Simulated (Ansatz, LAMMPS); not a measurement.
# Static equation of state of 71TiO2-29Al2O3 (mol %) with crystalline order left by the classical run (122 atoms)

Density of this cell: 3.48 g/cm³. The cell holds 122 atoms: 24 Ti, 20 Al and 78 O. Its edges and angles: a = 11.235 Å, b = 11.060 Å, c = 11.286 Å, α = 88.7°, β = 90.6°, γ = 88.7°. The starting structure: 122 atoms (24 Ti, 20 Al, 78 O) placed at random at 3.34 g/cm³, melted at 4000 K for 10 ps at fixed volume with the Morse and Coulomb pair potential with partial charges (Pedone, Malavasi, Menziani, Cormack and Segre, J. Phys. Chem. B 110, 11780 (2006)). Quenched from 4000 K to 300 K at 6 K/ps and fixed volume, held 10 ps at zero pressure, then minimised at fixed cell.

Calculated with Ansatz 0.2.0: Kohn-Sham DFT, PBE, PAW (set soft_2), plane waves; cutoff 420 eV, Γ point, fixed occupations. Cell and atoms were relaxed first, to V0 = 11.488 Å³ an atom at a residual P0 = -0.010 GPa. The cell was then scaled evenly, and the atoms were relaxed at each volume.

| volume (Å³/atom) | pressure (GPa) |
| --- | --- |
| 10.340 | 9.128 |
| 10.799 | ? |
| 11.144 | 3.113 |
| 11.833 | -2.716 |
| 12.178 | -3.878 |

**Question.** Fit the third-order Birch–Murnaghan equation to the rows given and interpolate to the withheld row.

**Working.**

Take the Eulerian strain f = ½[(V0/V)^(2/3) − 1] and the normalised pressure F = (P − P0) / [3f(1 + 2f)^(5/2)]. The third-order Birch–Murnaghan equation is then the line F = B0 + (3/2)B0(B′ − 4) f, so u = f and v = F.

```
      u = f  v = F (GPa)
  0.0363829      70.2358
  0.0102567      96.4688
-0.00975632      97.1000
 -0.0190506      74.5830
```

With n = 4: mean u = 0.00445817, mean v = 84.5969, Σ(u − ū)² = 0.0018075, Σ(u − ū)(v − v̄) = -0.33194. Slope b = -0.33194 / 0.0018075 = -183.65; intercept a = v̄ − b ū = 85.416.

So B0 = a = 85.4 GPa and B′ = 4 + 2b/(3a) = 2.57. At the withheld volume f = 0.02106, F = a + b f = 81.55 GPa, and P = P0 + 3f(1 + 2f)^(5/2) F.

Prediction at 10.799: 5.701 GPa. The run gave 5.515 GPa, so the fit is high by 0.19 GPa (3.4 % of the value).

The series isn't one smooth equation of state: even a line fitted to all rows, the withheld one included, misses F by up to 19.1 %, the count of bonds changes along the series and an atom moves over 0.5 Å in some relaxation. B0 and B′ are then only the numbers of this fit, not moduli of the material. Among the rows given, the largest miss of the fit is at 10.340, by 1.1 GPa (8.5 % of the range of the table).

Limits: Static cells at zero temperature; the cell shape is held. The program notes that the SCF threshold of these relaxations is loose for the stress. The quench rate of 6 K/ps is many orders above laboratory rates, so the cell is likely richer in defects and strain than a real sample. The network of bonds at the start is that of the classical potential that made the cell, and needn't be the one that DFT or experiment would give. Only the Γ point is sampled, in a cell whose shortest periodic width is 11 Å.

[Logs are printed without paths, hosts, clocks, repeated set-up lines and the standing remarks that a program may print on its own settings, such as how far it seeks lower states.]

[Hosts, paths, dates, database ids (printed as entryN), source tags and the programs' standing remarks are cut or masked in the printed files.]
